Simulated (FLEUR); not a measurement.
Entries from a set of simulations; values are calculated unless marked as measured.

## GdRh2: parallel and opposed starts

Symmetry: Fd-3m, No. 227, cubic system. Conventional cell: a = 7.531 Å, b = 7.531 Å, c = 7.531 Å, α = 90.00°, β = 90.00°, γ = 90.00°. Nearest to Gd lie 12 Rh at 3.12 Å and 4 Gd at 3.26 Å. Rh has 6 Rh at 2.66 Å and 6 Gd at 3.12 Å nearest. Farther neighbours are not listed.

* method: LDA (VWN) with U = 4.02 eV, J = 0.7 eV on Gd f; all-electron FLAPW, Dirac cores, scalar-relativistic bands
* program: FLEUR MaX-R8.1
* settings of one run: kmax 3.6 1/bohr, gmax 10.8 1/bohr, muffin tin radii Gd: 2.8, Rh: 2.45 bohr, lmax Gd: [10, 8], Rh: [10, 8], hist occupations, smearing width 0.08 eV, mixer Anderson, mixing 0.05, max iterations 130, stop 0.0001 me/bohr³, collinear spin, 6×6×6 k-mesh, double counting FLL, mesh matched on, seeded occupations whole cubic f orbitals, Hund's first rule, starting moments 7 7 0 0 0 0 μB
* cost: 2 runs, 85 s in all on 4 MPI ranks of Intel Xeon 6975P-C (Granite Rapids), shared host (the runs of this entry)
* notes: The run is spin-polarised, with a total moment of 14.15 μB a cell. Only 2 starts were tried; other patterns of signs, canted and longer-period orders were not.
* lowest state found: ferromagnetic (initial ferro ++)
* largest site spin moment: 7.10 μB
* next finished state: antiferromagnetic, 11.5 meV a seeded atom higher

The lowest state found is ferromagnetic, reached from the start ferro ++, with moments up to 7.10 μB. The next finished state costs 11 meV a seeded atom.

[Hosts, paths, dates, database ids (printed as entryN), source tags and the programs' standing remarks are cut or masked in the printed files.]

[Where a cell is said to come from a database of computed structures, the database is the Materials Project.]
